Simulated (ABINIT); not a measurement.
## A GW chain in ABINIT: ZnSe (Stilleite)

Aim: the G0W0 gap of ZnSe (Stilleite) on PBE, step by step.

Calculated with ABINIT 10.8.3; PBE and many-body steps on it, plane waves.

**What was measured.**

- Gap 2.695 ± 0.003 eV: excitonic gap from free-exciton PL, not corrected for exciton binding; photoluminescence; 300 K; bulk crystal (Bridgman-grown crystal, polished and etched) (“Alloy Disordering Effects on the Thermal Conductivity and Energy Gap Temperature Dependence of Cd1−xZnxSe Ternary Crystals Grown by the Bridgman Method”, 2023, pmc:10253836).

**1. The system as given**

Symmetry: F-43m, No. 216, cubic system. Conventional cell: a = 5.668 Å, b = 5.668 Å, c = 5.668 Å, α = 90.00°, β = 90.00°, γ = 90.00°. Zn has 4 Se at 2.45 Å nearest. Se has 4 Zn at 2.45 Å nearest. Farther neighbours, and contacts between anions beyond the nearest, are not listed.

The cell and positions come from the Crystallography Open Database and are kept as given unless a step says otherwise.

**2. Ground state**

This step: ABINIT 10.8.3; DFT, PBE, plane waves, norm-conserving pseudopotentials.

The ground-state density comes first.

run.abi reads:

```
acell 3*1.0 Angstrom
rprim 
  -0.000000000000 2.833800000000 2.833800000000
  2.833800000000 -0.000000000000 2.833800000000
  2.833800000000 2.833800000000 0.000000000000
ntypat 2
znucl 30 34
natom 2
typat 1 2
xred 
  0.000000000000 0.000000000000 0.000000000000
  0.250000000000 0.250000000000 0.250000000000
pp_dirpath "pseudos"
pseudos "Zn.upf, Se.upf"
ecut 48
ngkpt 6 6 6
nshiftk 1
shiftk 0 0 0
kptopt 1
chksymbreak 0
nband 27
occopt 1
tolvrs 1e-10
nstep 60
prtwf 0
optforces 0
optstress 0
indata_prefix "in"
outdata_prefix "out"
tmpdata_prefix "tmp"
```

Run with:

```
$ OMP_NUM_THREADS=1 mpirun -n 8 abinit run.abi > log
```

The log of the run:

```text
.Version 10.8.3 of ABINIT. v10.8.2 released Aug 2026.

 Symmetries : space group F-4 3 m (#216); Bravais cF (face-center cubic)
================================================================================
 Values of the parameters that define the memory need of the present run
     intxc =       0    ionmov =       0      iscf =       7    lmnmax =       6
     lnmax =       6     mgfft =      48  mpssoang =       3    mqgrid =    3001
     natom =       2  nloc_mem =       1    nspden =       1   nspinor =       1
    nsppol =       1      nsym =      24    n1xccc =    2501    ntypat =       2
    occopt =       1   xclevel =       2
-    mband =          27        mffmem =           1         mkmem =           2
       mpw =        4897          nfft =      110592          nkpt =          16
================================================================================
  Rough estimation (10% accuracy) of disk space for files :
================================================================================

--------------------------------------------------------------------------------
------------- Echo of variables that govern the present computation ------------
--------------------------------------------------------------------------------
 -outvars: echo values of preprocessed input variables --------
            acell      1.8897261259E+00  1.8897261259E+00  1.8897261259E+00 Bohr

      chksymbreak           0
             ecut      4.80000000E+01 Hartree
-          fftalg         312

              ixc     -101130
              kpt      0.00000000E+00  0.00000000E+00  0.00000000E+00
                       1.66666667E-01  0.00000000E+00  0.00000000E+00
                       3.33333333E-01  0.00000000E+00  0.00000000E+00
                       5.00000000E-01  0.00000000E+00  0.00000000E+00
                       1.66666667E-01  1.66666667E-01  0.00000000E+00
                       3.33333333E-01  1.66666667E-01  0.00000000E+00
                       5.00000000E-01  1.66666667E-01  0.00000000E+00
                      -3.33333333E-01  1.66666667E-01  0.00000000E+00
                      -1.66666667E-01  1.66666667E-01  0.00000000E+00
   [... 5 further rows ...]
                      -3.33333333E-01  3.33333333E-01  1.66666667E-01
                      -3.33333333E-01  5.00000000E-01  1.66666667E-01
         kptrlatt        6    0    0      0    6    0      0    0    6
          kptrlen      4.54395803E+01
P           mkmem           2
            natom           2
            nband          27
            ngfft          48      48      48
             nkpt          16
            nstep          60
             nsym          24
           ntypat           2
              occ      2.000000  2.000000  2.000000  2.000000  2.000000  2.000000
                       2.000000  2.000000  2.000000  2.000000  2.000000  2.000000
                       2.000000  2.000000  2.000000  2.000000  2.000000  2.000000
                       2.000000  2.000000  2.000000  2.000000  0.000000  0.000000
[...]
optforces           0
        optstress           0
            prtwf           0
            rprim     -0.0000000000E+00  2.8338000000E+00  2.8338000000E+00
[...]
spgroup         216

           tolvrs      1.00000000E-10

             xred      0.0000000000E+00  0.0000000000E+00  0.0000000000E+00
[...]
znucl       30.00000   34.00000

================================================================================

 chkinp: Checking input parameters for consistency.

================================================================================
== DATASET  1 ==================================================================
-   mpi_nproc: 8, omp_nthreads: 1 (-1 if OMP is not activated)

--- !DatasetInfo
iteration_state: {dtset: 1, }
dimensions: {natom: 2, nkpt: 16, mband: 27, nsppol: 1, nspinor: 1, nspden: 1, mpw: 4897, }
cutoff_energies: {ecut:  48.0, pawecutdg:  -1.0, }
electrons: {nelect:   4.40000000E+01, charge:   0.00000000E+00, occopt:   1.00000000E+00, tsmear:   1.00000000E-02, }

 Real(R)+Recip(G) space primitive vectors, cartesian coordinates (Bohr,Bohr^-1):
 R(1)=  0.0000000  5.3551059  5.3551059  G(1)= -0.0933688  0.0933688  0.0933688
 R(2)=  5.3551059  0.0000000  5.3551059  G(2)=  0.0933688 -0.0933688  0.0933688
 R(3)=  5.3551059  5.3551059  0.0000000  G(3)=  0.0933688  0.0933688 -0.0933688
 Unit cell volume ucvol=  3.0713845E+02 bohr^3
 Angles (23,13,12)=  6.00000000E+01  6.00000000E+01  6.00000000E+01 degrees

 getcut: wavevector=  0.0000  0.0000  0.0000  ngfft=  48  48  48
         ecut(hartree)=     48.000   => boxcut(ratio)=   2.03223

--- Pseudopotential description ------------------------------------------------
- Zn Generated using ONCVPSP code by D. R. Hamann
- 30.00000  20.00000  171031                  znucl, zion, pspdat
12 -101130 2 -1 1326                          pspcod,pspxc,lmax,lloc,mmax
     nproj     2     2     2
  pspatm : epsatm=   26.68164218
         --- l  ekb(1:nproj) -->
[...]
pspatm: atomic psp has been read  and splines computed

- Se Generated using ONCVPSP code by D. R. Hamann
- 34.00000  24.00000  171031                  znucl, zion, pspdat
12 -101130 2 -1 1214                          pspcod,pspxc,lmax,lloc,mmax
     nproj     2     2     2
  pspatm : epsatm=   25.39064422
         --- l  ekb(1:nproj) -->
[...]
pspatm: atomic psp has been read  and splines computed

   2.29118060E+03                                ecore*ucvol(ha*bohr**3)
--------------------------------------------------------------------------------

_setup2: Arith. and geom. avg. npw (full set) are    4879.338    4879.326

================================================================================

--- !BeginCycle
iteration_state: {dtset: 1, }
solver: {iscf: 7, nstep: 60, nline: 4, wfoptalg: 0, }
tolerances: {tolvrs: 1.00E-10, }

     iter   Etot(hartree)      deltaE(h)  residm     vres2
 ETOT  1  -544.98635842320    -5.450E+02 9.114E-01 4.653E+03
 ETOT  2  -546.40203433040    -1.416E+00 4.210E-02 7.770E+03
 ETOT  3  -547.23845527222    -8.364E-01 1.312E-02 1.052E+03
 ETOT  4  -547.31149392204    -7.304E-02 4.016E-03 3.977E+02
 ETOT  5  -547.35013234237    -3.864E-02 2.241E-03 5.298E+01
 ETOT  6  -547.35602524963    -5.893E-03 8.103E-04 1.388E+00
 ETOT  7  -547.35612893250    -1.037E-04 1.448E-04 3.923E-01
 ETOT  8  -547.35617116759    -4.224E-05 4.337E-05 4.472E-02
 ETOT  9  -547.35617617370    -5.006E-06 1.082E-05 5.496E-03
 ETOT 10  -547.35617686684    -6.931E-07 3.919E-06 5.544E-07
 ETOT 11  -547.35617686708    -2.444E-10 1.219E-06 1.127E-07
 ETOT 12  -547.35617686712    -3.740E-11 4.599E-07 6.262E-09
 ETOT 13  -547.35617686715    -2.763E-11 1.480E-07 2.773E-10
 ETOT 14  -547.35617686716    -1.444E-11 5.597E-08 1.371E-11

 At SCF step   14       vres2   =  1.37E-11 < tolvrs=  1.00E-10 =>converged.

--- !ResultsGS
iteration_state: {dtset: 1, }
comment   : Summary of ground state results
lattice_vectors:
- [ -0.0000000,   5.3551059,   5.3551059, ]
- [  5.3551059,  -0.0000000,   5.3551059, ]
- [  5.3551059,   5.3551059,   0.0000000, ]
lattice_lengths: [   7.57326,    7.57326,    7.57326, ]
lattice_angles: [ 60.000,  60.000,  60.000, ] # degrees, (23, 13, 12)
lattice_volume:   3.0713845E+02
convergence: {deltae: -1.444E-11, res2:  1.371E-11, residm:  5.597E-08, diffor:  0.000E+00, }
etotal    :  -5.47356177E+02
entropy   :   0.00000000E+00
fermie    :   1.53041323E-01
cartesian_stress_tensor: null
pressure_GPa: null
xred      :
- [  0.0000E+00,   0.0000E+00,   0.0000E+00, Zn]
- [  2.5000E-01,   2.5000E-01,   2.5000E-01, Se]
cartesian_forces: null
force_length_stats: {min: null, max: null, mean: null, }

 Integrated electronic density in atomic spheres:
 ------------------------------------------------
 Atom  Sphere_radius  Integrated_density
    1        2.00000         18.11040736
    2        2.00000         21.26036845
================================================================================

 ----iterations are completed or convergence reached----

 Mean square residual over all n,k,spin=   12.957E-11; max=  55.966E-09
 reduced coordinates (array xred) for    2 atoms
       0.000000      0.000000      0.000000
       0.250000      0.250000      0.250000
 rms dE/dt=  0.0000E+00; max dE/dt=  0.0000E+00; dE/dt below (all hartree)
    1       0.000000      0.000000      0.000000
    2       0.000000      0.000000      0.000000

 cartesian coordinates (angstrom) at end:
    1      0.000000     0.000000     0.000000
    2      1.416900     1.416900     1.416900
 length scales=  1.889726  1.889726  1.889726 bohr
              =  1.000000  1.000000  1.000000 angstroms
 prteigrs : about to open file out_EIG
 Fermi (or HOMO) energy (hartree) =   0.15304   Average Vxc (hartree)=  -0.36195
 Eigenvalues (hartree) for nkpt=  16  k points:
 kpt#   1, nband= 27, wtk=  0.00463, kpt=  0.0000  0.0000  0.0000 (reduced coord)
  -7.46293   -5.23849   -5.23849   -5.23849   -4.44962   -2.76502   -2.76502   -2.76502
  -1.56976   -1.56976   -1.56976   -1.56961   -1.56961   -0.33425   -0.08738   -0.08738
  -0.08738   -0.07385   -0.07385    0.15304    0.15304    0.15304    0.20039    0.36671
   0.36671    0.36671    0.51812
 prteigrs : prtvol=0 or 1, do not print more k-points.

--- !EnergyTerms
iteration_state     : {dtset: 1, }
comment             : Components of total free energy in Hartree
kinetic             :  2.386736E+02
hartree             :  2.291588E+02
xc                  : -5.133315E+01
Ewald energy        : -2.448450E+02
psp_core            :  7.459765E+00
local_psp           : -5.916836E+02
non_local_psp       : -1.347866E+02
total_energy        : -5.473562E+02
total_energy_eV     : -1.489432E+04
band_energy         : -8.856556E+01

== END DATASET(S) ==============================================================
================================================================================

 -outvars: echo values of variables after computation  --------
           etotal     -5.4735617687E+02
            nband          27
             nkpt          16
          spgroup         216
 [... the other variables as echoed above ...]

 Calculation completed.
```

The job ended after 16 s (8 MPI ranks of Arm Neoverse V1, shared host; peak memory 0.66 GiB).

Numbers from this step:

| Property | Result |
| --- | --- |
| total energy | -14894.3203 eV |
| gap | 1.288 eV |
| k of the valence top | 0, 0, 0 |
| k of the conduction bottom | 0, 0, 0 |
| least direct gap | 1.288 eV |

The gap is direct, at Γ.

[end of part 1 of 3]

[Long decimals in the printed logs are rounded to 6 places.]

[Logs are printed without paths, hosts, clocks, repeated set-up lines and the standing remarks that a program may print on its own settings, such as how far it seeks lower states.]

[Paths, hosts, dates, memory and timing lines, banners, echoed tables and standing remarks are left out of the program output; an Ansatz launch command may be rebuilt from the run's recorded settings. Measured values are a selection of at most five: reports struck by readers or far from the other reports are left out. None is set beside runs whose start may be inverted or whose files or cutoffs have a known fault.]

[Runs of the session that timed out or met a known fault of the program may be left out.]

[Hosts, paths, dates, database ids (printed as entryN), source tags and the programs' standing remarks are cut or masked in the printed files.]

[G0W0 gaps are taken among the corrected bands and points alone; a level outside them can change the order at an edge.]

[Where Ansatz stands beside ABINIT at settings called matched, ABINIT's density can come from a denser mesh and the files from another edition; pairs whose starting gaps differed by over 0.03 eV were left out, so agreement reads better than it is.]
